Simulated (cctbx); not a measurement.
# Lattice, Laue class and space group of a new crystal

Cell: a = 9.8400 Å, b = 9.8400 Å, c = 9.8400 Å, α = 90.00°, β = 90.00°, γ = 90.00°. Expected content of the cell: Te12 As4 K12.

The data are simulated with cctbx, not measured: Mo Kα, λ = 0.71073 Å, to d = 0.8 Å, 50 % of the full sphere, strongest reflection 20000 counts, noise from counting, a 1.5 % proportional error and a noise floor of 15 counts (s.d.); no absorption, some extinction.

Tests on the unmerged data give:

```text
3915 reflections to d = 0.803 A
centring   violations  <I/sigma> of those
    A       1820 of  2006     21.1
    B       1765 of  1934     21.0
    C       1769 of  1946     21.3
    I       1713 of  1932     20.7
    R       2324 of  2600     20.7
    F       2677 of  2943     21.1
Laue class    unique    Rint  (classes that these axes allow; Friedel mates merged)
P -1             2931   0.024
P 1 2/m 1        1911   0.024
P 1 1 2/m        1900   0.024
P 2/m 1 1        1900   0.025
P m m m          1136   0.026
P 4/m            1029   0.298
P 4/m m m         624   0.316
R -3 :R          1290   0.026
R -3 m :R         738   0.324
P m -3            393   0.029
P m -3 m          243   0.335
space group    extra absences  I>4sigma  <I/sigma>
P 2 3                   0          0         -  acentric
P 21 3                 20          0      -0.0  acentric
P m -3                  0          0         -  centric
Wilson B = 1.60 A^2   <|E^2-1|> = 0.733 (0.968 centric, 0.736 acentric)   E^2>4: 0.3 %
shell (A)         n   <I/sigma>
 9.84 - 1.60     58     74.5
 1.60 - 1.27     50     72.2
 1.27 - 1.11     50     70.0
 1.11 - 1.01     46     59.6
 1.01 - 0.94     46     43.8
 0.94 - 0.88     44     54.0
 0.88 - 0.84     49     35.7
 0.84 - 0.80     50     37.7
```

**Question.** What are the lattice type, the Laue class and the likely space group?

Every centring test has many violations, so the lattice is primitive.

Rint stays low (0.024 to 0.029) up to P m -3 and is 0.298 or more in the other classes.

3 settings pass the absence test. The most absences obeyed, 20, belong to P 21 3 alone.

⟨|E²−1|⟩ = 0.733 leans to a non-centrosymmetric structure. The Wilson B of 1.60 Å² means U ≈ 0.0203 Å².

The true group is P2_13 (no. 198), Laue class m-3, non-centrosymmetric. The tables fix it.

This is a model crystal, built by substitution and not relaxed, with assumed displacement parameters.

[Logs are printed without paths, hosts, clocks, repeated set-up lines and the standing remarks that a program may print on its own settings, such as how far it seeks lower states.]
